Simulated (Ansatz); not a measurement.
**Rb2RhCl4 (started from the K2NiF4 type) (I4/mmm): how robust is the cRPA U?**

Aim: hold the target of a cRPA run on Rb2RhCl4 (started from the K2NiF4 type) (I4/mmm) and move one thing at a time.

Method: constrained RPA on PBEsol, plane waves, PAW, in Ansatz 0.2.0.

The structure was built from a prototype and need not be the compound's stable phase.

**1. The structure**

Symmetry: I4/mmm, No. 139, tetragonal system. Conventional cell: a = 4.878 Å, b = 4.878 Å, c = 15.645 Å, α = 90.00°, β = 90.00°, γ = 90.00°. Nearest to Rb lie 9 Cl at 3.27 to 3.45 Å. Nearest to Rh lie 6 Cl at 2.36 to 2.44 Å. Cl has 2 Rh at 2.44 Å and 4 Rb at 3.27 Å nearest. Nearest to Cl lie 1 Rh at 2.36 Å and 5 Rb at 3.28 to 3.45 Å. Farther neighbours and most contacts between anions are not listed.

The structure was relaxed with PBEsol. The structure type comes from a generator and need not be one that this composition takes. The structure was generated from a model, not taken from a measurement. The runs that relaxed it are not among those shown. The program's search for lower electronic states was switched off, so nothing shows that the state found is the lowest. The default PAW set here is soft_2. Its files were made with PBE.

**2. Base: Rh d, bands v4 to c1, 4×4×4 mesh, medium accuracy**

Constrained RPA screens the interaction with every transition except those inside the target bands, which a later many-body model would treat itself.

input.yaml reads:

```yaml
crystal:
  lattice:
    - [7.82225054, 2.43885852, -2.43885852]
    - [7.82225054, -2.43885852, 2.43885852]
    - [-7.82225054, -2.43885852, -2.43885852]
  atoms:
    - { symbol: Rb, position: [0.3605119548, 0.3605119548, 0.0] }
    - { symbol: Rb, position: [0.6394880452, 0.6394880452, 0.0] }
    - { symbol: Rh, position: [0.0, 0.0, 0.0] }
    - { symbol: Cl, position: [0.0, 0.5, 0.5] }
    - { symbol: Cl, position: [0.5, 0.0, 0.5] }
    - { symbol: Cl, position: [0.1508732015, 0.1508732015, 0.0] }
    - { symbol: Cl, position: [0.8491267985, 0.8491267985, 0.0] }
kpoints:
  mp_grid: { grid: [8, 8, 8] }
hamiltonian:
  xc: pbesol
scf:
  occupations: { method: gaussian, width: 0.08 }
  n_extra_bands: 19
  max_iter: 150
  lower_state_search: "off"
output:
  crpa:
    kmesh: [4, 4, 4]
    target_bands: [v4, c1]
    projections: [{ species: Rh, l: d, shell: 4 }]
  local_orbitals:
    kmesh: [8, 8, 8]
    orbitals: [{ species: Rh, l: d, shell: 4 }]
    window: { bands: [v4, c1] }
    seedname: lo
```

Run with:

```
$ ansatz run input.yaml --threads 4 --pin off --max-ram 14745MiB --backend cpu --events-out ev --progress --plain --runs-dir out
```

Numbers of over 12 decimals in the logs are rounded to 6 here.

Output:

```text
scf.n_extra_bands = 19 over 32 filled bands (N_el = 63.0): the run solves 51 bands
Engine: ansatz 0.2.0, aarch64-unknown-linux-gnu
Pseudopotentials: kind: paw
Pseudopotential: Rb, paw, valence charge 9, recommended cutoff 420 eV (normal), Rb.paw.azcp
Pseudopotential: Rh, paw, valence charge 17, recommended cutoff 420 eV (normal), Rh.paw.azcp
Pseudopotential: Cl, paw, valence charge 7, recommended cutoff 420 eV (normal), Cl.paw.azcp
Functional definition: PBEsol
  exchange = pbesol_x
  correlation = pbesol_c
Crystal: 7 atoms, lattice volume = 186.108 Å³
Basis set: ecut = 420 eV, 3671 PW (Γ)
Bands: 51, of which v1, the nominal top of the filled ones, is band 32 counted from 1 (31 counted from 0)
Symmetry: 16 space group operations
Space group: I4/mmm (ITA 139), of the structure as read, at distance tolerance 5.7e-5 Å
k-points: 59 of 512
Non-local potential: Rb, projectors of the file, l = 0: 3, l = 1: 2, l = 2: 2
Non-local potential: Rh, projectors of the file, l = 0: 3, l = 1: 2, l = 2: 2, l = 3: 1
Non-local potential: Cl, projectors of the file, l = 0: 2, l = 1: 2, l = 2: 2
PAW form: soft (Blöchl's): semilocal exchange-correlation on the pseudo side does not see the compensation charge
PAW frozen core: Rb, regenerated for the run's functional, and the local potential with it (the file was generated under x = pbe(κ = 0.804, μ = 0.219515), c = pbe(β = 0.066725))
PAW frozen core: Rh, regenerated for the run's functional, and the local potential with it (the file was generated under x = pbe(κ = 0.804, μ = 0.219515), c = pbe(β = 0.066725))
PAW frozen core: Cl, regenerated for the run's functional, and the local potential with it (the file was generated under x = pbe(κ = 0.804, μ = 0.219515), c = pbe(β = 0.066725))
PAW one-centre angular grid: Rb, 110 points (default); XC on 64 Gauss nodes
PAW one-centre angular grid: Rh, 590 points (default); XC on 64 Gauss nodes
PAW one-centre angular grid: Cl, 110 points (default); XC on 64 Gauss nodes
Initial density: superposition of atomic densities (neutral atoms: chi_scale 0, normalization atom), corrected by the library's trained network
Initial wavefunctions: pseudopotential atomic-orbital guess
Functional: x = pbesol(κ = 0.804, μ = 0.123457), c = pbesol(β = 0.046)
SCF iter   1: F=—  HF=-17025.181250 eV  |F-HF|=—  |Δ(HF+E_count)|=         —  Δρ=4.48e-3  dr2=4.31e-2  ethr=1.77e-3  ⟨swp⟩=6.3  Hψ=13402  notcnv=0  defer=484
preconditioner: auto → LDOS  [metal: Δε(μ)=0.003 eV  Ē_g=13.671 eV  σ=0.080 eV  W_gap=0.02  n_scr=32 (ndim 8)  ℏωp=19.4 eV  f_vac=0.113  D(μ)=4.01/eV (n_scr^D=24)  β→1.0]
SCF iter   2: F=—  HF=-17025.175344 eV  |F-HF|=—  |Δ(HF+E_count)|=   5.91e-3  Δρ=2.91e-3  dr2=1.75e-2  ethr=6.84e-5  ⟨swp⟩=2.1  Hψ=5676  notcnv=0  defer=759
[...]
SCF 1 converged in 8 iterations: F = -17025.169355 eV  dr2 = 2.21e-8
[...]
NSCF: frozen V_eff on 63 k-points
NSCF: frozen V_eff on 13 k-points
[...]
cRPA screening: q 1/64
cRPA screening: q 2/64
cRPA screening: q 6/64 (q-point 3)
cRPA screening: q 8/64 (q-point 5)
cRPA screening: q 16/64 (q-point 6)
cRPA screening: q 32/64 (q-point 9)
cRPA screening: q 36/64 (q-point 10)
cRPA screening: q 44/64 (q-point 22)
cRPA screening: q 46/64 (q-point 24)
cRPA screening: q 48/64 (q-point 27)
cRPA screening: q 56/64 (q-point 30)
cRPA screening: q 60/64 (q-point 31)
cRPA screening: q 64/64 (q-point 43)
SCF converged after 8 iterations
Free energy (F): -17025.169355 eV
Harris-Foulkes:  -17025.169355 eV  (|F-HF|=1.53e-8)
Internal energy: -17025.156682 eV  (E = F + TS)
E sigma→0 (E₀):  -17025.163018 eV
Entropy (-TS):   -0.012673 eV (-1.810 meV/atom)
Fermi energy:    5.544401 eV
--- Per-component energies (eV) ---
  E_band       = -527.733977
  E_kinetic    = 1606.469930
  E_local      = -6088.024023  (includes V_loc(G=0)·N_el)
  E_nonlocal   = 825.407294
  E_hartree    = 2252.603382
  E_xc         = -903.462756
  E_vxc        = -1036.681237  (∫ρ·V_xc dr)
  E_paw        = -11231.529478  (= ΣΔE_a)
  E_vpaw       = -340.116513  (= ΣTr[D̂ρ^β])
  E_aug_tail   = 0.001236  (compensation charges beyond the density's cutoff)
  E_ewald      = -3487.459537
  E_core_change = 0.837270  (= ΣΔE_core)
  E_smearing   = -0.012673  (= −TS)
  E_closure    = 0.000000  (closes the sum)
  Σ components = -17025.169355   (vs F -17025.169355, Δ=0.00e0)
--- Band table (eV; the first three rows and the last of 59) ---
  k-point 0: bands = [... 28 lower, 3.8452, 4.5040, 4.6168, 4.6168, 5.4952, 8.5978, 10.3134, 10.5655, ... 15 higher]
  k-point 1: bands = [... 28 lower, 4.2642, 4.6599, 4.6621, 5.1714, 5.8899, 9.0413, 10.5668, 10.6358, ... 15 higher]
  k-point 2: bands = [... 28 lower, 4.8291, 4.8298, 4.8345, 6.4391, 6.5436, 9.9547, 10.6442, 11.1937, ... 15 higher]
  k-point 58: bands = [... 28 lower, 3.8454, 4.5039, 4.7039, 4.7039, 5.6200, 9.4399, 9.8065, 10.1739, ... 15 higher]
--- cRPA (band scheme, projected local orbitals): target bands 29..33 (1-based), 5 Wannier function(s), 4×4×4 mesh, 66 bands' worth read of 71 solved, ecut_chi 136.0 eV, v(q+G=0) probe_charge, pair densities all_electron ---
  χ-basis size per q: N_G = 661..683
  window electrons = 7.0000, filled by tetrahedron_uncorrected; constrained ε̄⁻¹(q = 0, 0) head = 0.343187; min gauge Gram eig = 0.5201
  Kanamori averages over each shell's own Wannier functions (sites counted from 0, functions from 1):
    Site 2, 4D, 5 of 5 d orbitals (Wannier functions 1, 2, 3, 4, 5; wannier90's mr 1, 2, 3, 4, 5):
      screened: U = 3.6400 eV, U' = 3.0121 eV, J = 0.2868 eV
      screened d-shell averages: U_bar = F0 = 3.1377 eV, J_bar = 0.4123 eV
      screened, to within: U = 4.4e-3 eV, U' = 4.4e-3 eV, J = 3.9e-4 eV
      screened d-shell averages, to within: U_bar = 3.8e-3 eV, J_bar = 5.5e-4 eV
      bare: V = 11.9035 eV, V' = 11.0155 eV, J = 0.3885 eV
      bare d-shell averages: V_bar = F0 = 11.1931 eV, J_bar = 0.5661 eV
  Hermiticity witness max|P − P†| over intra, direct and exchange elements: 8.88e-15 eV (screened), 1.78e-15 eV (bare)
  Reality witness max|Im| over intra, direct and exchange elements: 5.16e-18 eV (screened), 1.55e-17 eV (bare)
```

It took 15 min on 4 threads of Arm Neoverse V2, shared host; peak memory 1.4 GiB.

This step gave:

```yaml
u: 3.640 eV
u_prime_inter_orbital: 3.012 eV
j: 0.2868 eV
bare_v: 11.90 eV
bare_j: 0.3885 eV
stated_bound_on_u: 0.004395 eV
u_over_bare_v: 0.3058
electrons_in_the_window: 7.000
head_of_the_constrained_inverse_dielectric_matrix: 0.3432
least_eigenvalue_of_the_projection_s_overlap: 0.5201
target_functions: 5
bands_in_the_sums: 66
r_m_s_miss_of_the_model_bands: 0.001294 eV
width_of_the_target_bands: 4.575 eV
weight_of_the_projected_orbitals_in_the_window: 0.7106
```

On the Rh d shell, screening brings the on-site interaction from 11.9 eV down to U = 3.64 eV.

**3. Changed: 2×2×2 mesh**

Edit input.yaml of step 2 so:

```diff
@@ -24,9 +24,4 @@
   crpa:
-    kmesh: [4, 4, 4]
+    kmesh: [2, 2, 2]
     target_bands: [v4, c1]
     projections: [{ species: Rh, l: d, shell: 4 }]
-  local_orbitals:
-    kmesh: [8, 8, 8]
-    orbitals: [{ species: Rh, l: d, shell: 4 }]
-    window: { bands: [v4, c1] }
-    seedname: lo
```

Output:

```text
[...]
Crystal: 7 atoms, lattice volume = 186.108 Å³
Basis set: ecut = 420 eV, 3671 PW (Γ)
Bands: 51, of which v1, the nominal top of the filled ones, is band 32 counted from 1 (31 counted from 0)
[... 1 set-up line as in the run before ...]
[...]
k-points: 59 of 512
[...]
SCF iter   1: F=—  HF=-17025.181250 eV  |F-HF|=—  |Δ(HF+E_count)|=         —  Δρ=4.48e-3  dr2=4.31e-2  ethr=1.77e-3  ⟨swp⟩=6.3  Hψ=13402  notcnv=0  defer=484
[...]
SCF iter   8: F=-17025.169355 eV  HF=-17025.169355 eV  |F-HF|=1.53e-8  |Δ(HF+E_count)|=   5.25e-8  Δρ=3.17e-6  dr2=2.21e-8  ethr=1.59e-10  ⟨swp⟩=12.0  Hψ=13956  notcnv=0
SCF 1 converged in 8 iterations: F = -17025.169355 eV  dr2 = 2.21e-8
[...]
NSCF: frozen V_eff on 4 k-points
[...]
cRPA screening: q 1/8
cRPA screening: q 2/8
cRPA screening: q 4/8 (q-point 3)
cRPA screening: q 8/8
SCF converged after 8 iterations
Free energy (F): -17025.169355 eV
[...]
Internal energy: -17025.156682 eV  (E = F + TS)
E sigma→0 (E₀):  -17025.163018 eV
Entropy (-TS):   -0.012673 eV (-1.810 meV/atom)
Fermi energy:    5.544401 eV
[...]
--- Band table (eV; the first three rows and the last of 59) ---
  k-point 0: bands = [... 28 lower, 3.8452, 4.5040, 4.6168, 4.6168, 5.4952, 8.5978, 10.3134, 10.5655, ... 15 higher]
  k-point 1: bands = [... 28 lower, 4.2642, 4.6599, 4.6621, 5.1714, 5.8899, 9.0413, 10.5668, 10.6358, ... 15 higher]
  k-point 2: bands = [... 28 lower, 4.8291, 4.8298, 4.8345, 6.4391, 6.5436, 9.9547, 10.6442, 11.1937, ... 15 higher]
  k-point 58: bands = [... 28 lower, 3.8454, 4.5039, 4.7039, 4.7039, 5.6200, 9.4399, 9.8065, 10.1739, ... 15 higher]
[...]
χ-basis size per q: N_G = 666..683
[...]
screened: U = 3.9475 eV, U' = 3.2970 eV, J = 0.2987 eV
      screened d-shell averages: U_bar = F0 = 3.4271 eV, J_bar = 0.4288 eV
      screened, to within: U = 7.7e-3 eV, U' = 7.7e-3 eV, J = 4.3e-4 eV
      screened d-shell averages, to within: U_bar = 7.0e-3 eV, J_bar = 6.2e-4 eV
      bare: V = 12.3108 eV, V' = 11.4028 eV, J = 0.4051 eV
      bare d-shell averages: V_bar = F0 = 11.5844 eV, J_bar = 0.5867 eV
[...]
```

Run time: 53 s. Hardware: 4 threads; peak memory 1.1 GiB.

Numbers from this step:

```
U                                                 : 3.948 eV
U prime (inter-orbital)                           : 3.297 eV
J                                                 : 0.2987 eV
bare V                                            : 12.31 eV
bare J                                            : 0.4051 eV
stated bound on U                                 : 0.007667 eV
U over bare V                                     : 0.3207
electrons in the window                           : 7.000
head of the constrained inverse dielectric matrix : 0.3194
least eigenvalue of the projection's overlap      : 0.5218
target functions                                  : 5
bands in the sums                                 : 66
width of the target bands                         : 4.575 eV
weight of the projected orbitals in the window    : 0.7106
```

On the Rh d shell, screening brings the on-site interaction from 12.3 eV down to U = 3.95 eV.

**4. Changed: sums over states on smooth products**

Edit input.yaml of step 3 so:

```diff
@@ -24,4 +24,8 @@
   crpa:
-    kmesh: [2, 2, 2]
+    kmesh: [4, 4, 4]
     target_bands: [v4, c1]
     projections: [{ species: Rh, l: d, shell: 4 }]
+    accuracy: sum_over_states
+    pair_densities: pseudo
+    n_empty_bands: 64
+    ecut_chi: 136
```

Output:

```text
[...]
Crystal: 7 atoms, lattice volume = 186.108 Å³
Basis set: ecut = 420 eV, 3671 PW (Γ)
Bands: 51, of which v1, the nominal top of the filled ones, is band 32 counted from 1 (31 counted from 0)
[... 1 set-up line as in the run before ...]
[...]
k-points: 59 of 512
[...]
χ-basis size per q: N_G = 661..683
[...]
U and J over all bands: no bound (output.crpa.accuracy: sum_over_states); those below are of the sums over the bands read on the sphere of ecut_chi alone
[...]
screened: U = 3.8625 eV, U' = 3.0986 eV, J = 0.3503 eV
      screened d-shell averages: U_bar = F0 = 3.2514 eV, J_bar = 0.5031 eV
      bare: V = 11.9035 eV, V' = 11.0155 eV, J = 0.3885 eV
      bare d-shell averages: V_bar = F0 = 11.1931 eV, J_bar = 0.5661 eV
[...]
[key lines of the parts left out:]
SCF converged after 8 iterations
Free energy (F): -17025.169355 eV
Fermi energy:    5.544401 eV
```

It took 65 s on 4 threads; peak memory 0.97 GiB; 4.2 min of CPU time.

This variant gives U = 3.86 eV against 3.64 eV. It is a finite sum over empty states with no bound on its error and stays out of the table below.

**5. Changed: accuracy low**

Edit input.yaml of step 4 so:

```diff
@@ -27,5 +27,2 @@
     projections: [{ species: Rh, l: d, shell: 4 }]
-    accuracy: sum_over_states
-    pair_densities: pseudo
-    n_empty_bands: 64
-    ecut_chi: 136
+    accuracy: low
```

Output:

```text
[...]
Crystal: 7 atoms, lattice volume = 186.108 Å³
Basis set: ecut = 420 eV, 3671 PW (Γ)
Bands: 51, of which v1, the nominal top of the filled ones, is band 32 counted from 1 (31 counted from 0)
[... 1 set-up line as in the run before ...]
[...]
k-points: 59 of 512
[...]
χ-basis size per q: N_G = 661..683
[...]
screened: U = 3.6251 eV, U' = 3.0005 eV, J = 0.2851 eV
      screened d-shell averages: U_bar = F0 = 3.1254 eV, J_bar = 0.4100 eV
      screened, to within: U = 1.2e-1 eV, U' = 1.2e-1 eV, J = 5.6e-3 eV
      screened d-shell averages, to within: U_bar = 1.1e-1 eV, J_bar = 8.1e-3 eV
      bare: V = 11.9035 eV, V' = 11.0155 eV, J = 0.3885 eV
      bare d-shell averages: V_bar = F0 = 11.1931 eV, J_bar = 0.5661 eV
[...]
[key lines of the parts left out:]
SCF converged after 8 iterations
Free energy (F): -17025.169355 eV
Fermi energy:    5.544401 eV
```

Elapsed: 5.2 min, on 4 threads; peak memory 1.4 GiB.

This step gave:

| Item | Value |
| --- | --- |
| U | 3.625 eV |
| U prime (inter-orbital) | 3.001 eV |
| J | 0.2851 eV |
| bare V | 11.90 eV |
| bare J | 0.3885 eV |
| stated bound on U | 0.1146 eV |
| U over bare V | 0.3045 |
| electrons in the window | 7.000 |
| head of the constrained inverse dielectric matrix | 0.3431 |
| least eigenvalue of the projection's overlap | 0.5201 |
| target functions | 5 |
| bands in the sums | 66 |
| width of the target bands | 4.575 eV |
| weight of the projected orbitals in the window | 0.7106 |

On the Rh d shell, screening brings the on-site interaction from 11.9 eV down to U = 3.63 eV.

**6. Changed: a wide Fermi-Dirac smearing**

Edit input.yaml of step 5 so:

```diff
@@ -18,3 +18,3 @@
 scf:
-  occupations: { method: gaussian, width: 0.08 }
+  occupations: { method: fermi_dirac, width: 0.5 }
   n_extra_bands: 19
@@ -27,2 +27 @@
     projections: [{ species: Rh, l: d, shell: 4 }]
-    accuracy: low
```

Output:

```text
scf.n_extra_bands = 19 over 32 filled bands (N_el = 63.0): the run solves 51 bands
[... 5 set-up lines as in the run before ...]
[...]
k-point 2: bands = [... 28 lower, 4.7188, 4.7683, 4.7733, 6.3880, 6.5668, 9.9688, 10.6536, 11.1765, ... 15 higher]
  k-point 58: bands = [... 28 lower, 3.7245, 4.4297, 4.6534, 4.6534, 5.6319, 9.4559, 9.8125, 10.1757, ... 15 higher]
Error: cRPA refused: cRPA: band v9 at k-index 0 must be full below output.crpa.target_bands = [v4, c1] or empty above, but its occupation deviates by 1.06e-3 of a full band (tolerance 1e-3). Include the band in the window or, for the tail of a fermi_dirac temperature, lower scf.occupations.width or leave the width out
[key lines of the parts left out:]
SCF converged after 7 iterations
Free energy (F): -17026.012243 eV
Fermi energy:    6.028586 eV
```

Run time: 10 s. Hardware: 4 threads; peak memory 0.87 GiB.

The self-consistent loop converged; the step after it was not made. The program's words: cRPA refused: cRPA: band v9 at k-index 0 must be full below output.crpa.target_bands = [v4, c1] or empty above, but its occupation deviates by 1.06e-3 of a full band (tolerance 1e-3). Include the band in the window or, for the tail of a fermi_dirac temperature, lower scf.occupations.width or leave the width out

The fault put into this input: a wide Fermi-Dirac smearing.

**7. Changed: PBE**

This step: constrained RPA on PBE, plane waves, PAW.

Edit input.yaml of step 6 so:

```diff
@@ -16,5 +16,5 @@
 hamiltonian:
-  xc: pbesol
+  xc: pbe
 scf:
-  occupations: { method: fermi_dirac, width: 0.5 }
+  occupations: { method: gaussian, width: 0.08 }
   n_extra_bands: 19
```

Output:

```text
[...]
Crystal: 7 atoms, lattice volume = 186.108 Å³
Basis set: ecut = 420 eV, 3671 PW (Γ)
Bands: 51, of which v1, the nominal top of the filled ones, is band 32 counted from 1 (31 counted from 0)
[... 1 set-up line as in the run before ...]
[...]
k-points: 59 of 512
[...]
χ-basis size per q: N_G = 661..683
[...]
screened: U = 3.7264 eV, U' = 3.0890 eV, J = 0.2920 eV
      screened d-shell averages: U_bar = F0 = 3.2165 eV, J_bar = 0.4195 eV
      screened, to within: U = 4.6e-3 eV, U' = 4.6e-3 eV, J = 4.0e-4 eV
      screened d-shell averages, to within: U_bar = 3.9e-3 eV, J_bar = 5.6e-4 eV
      bare: V = 12.0274 eV, V' = 11.1298 eV, J = 0.3946 eV
      bare d-shell averages: V_bar = F0 = 11.3093 eV, J_bar = 0.5742 eV
[...]
[key lines of the parts left out:]
SCF converged after 7 iterations
Free energy (F): -17264.608868 eV
Fermi energy:    5.698256 eV
```

Elapsed: 15 min, on 4 threads; peak memory 1.4 GiB; 59 min of CPU time.

This step gave:

```yaml
u: 3.726 eV
u_prime_inter_orbital: 3.089 eV
j: 0.2920 eV
bare_v: 12.03 eV
bare_j: 0.3946 eV
stated_bound_on_u: 0.004546 eV
u_over_bare_v: 0.3098
electrons_in_the_window: 7.000
head_of_the_constrained_inverse_dielectric_matrix: 0.3495
least_eigenvalue_of_the_projection_s_overlap: 0.5267
target_functions: 5
bands_in_the_sums: 66
width_of_the_target_bands: 4.562 eV
weight_of_the_projected_orbitals_in_the_window: 0.7156
```

On the Rh d shell, screening brings the on-site interaction from 12.0 eV down to U = 3.73 eV.

**8. Side by side**

Times are wall times on 4 threads of Arm Neoverse V2, shared host, good to a factor of about two.

```
          run  bare V (eV)  U (eV)  J (eV)  bound on U (eV)  width (eV)     time
target window        11.90   3.640   0.287           0.0044        4.57   15 min
   2×2×2 mesh        12.31   3.948   0.299           0.0077        4.57     53 s
 accuracy low        11.90   3.625   0.285           0.1146        4.57  5.2 min
          PBE        12.03   3.726   0.292           0.0045        4.56   15 min
```

**9. What came out**

| Quantity | Value |
| --- | --- |
| target window | U 3.64 eV, J 0.29 eV |
| 2×2×2 mesh | U 3.95 eV, J 0.30 eV |
| accuracy low | U 3.63 eV, J 0.29 eV |
| PBE | U 3.73 eV, J 0.29 eV |

What this shows: 2×2×2 mesh moves U by +0.31 eV at 0.058 times the time. Accuracy low moves U by −0.01 eV (within the solver's bounds, for the mean over orbitals) at 0.34 times the time. PBE moves U by +0.09 eV. The printed bound covers the solver alone, not the mesh, and no denser mesh than the base was run. The parent state is non-magnetic and the interaction static (zero frequency); U depends on the window and the orbitals, so it belongs to this model alone.

[Paths, hosts, dates, memory and timing lines, banners, echoed tables and standing remarks are left out of the program output.]

[Logs are printed without paths, hosts, clocks, repeated set-up lines and the standing remarks that a program may print on its own settings, such as how far it seeks lower states.]

[Runs of the session that timed out or met a known fault of the program may be left out.]

[Hosts, paths, dates, database ids (printed as entryN), source tags and the programs' standing remarks are cut or masked in the printed files.]
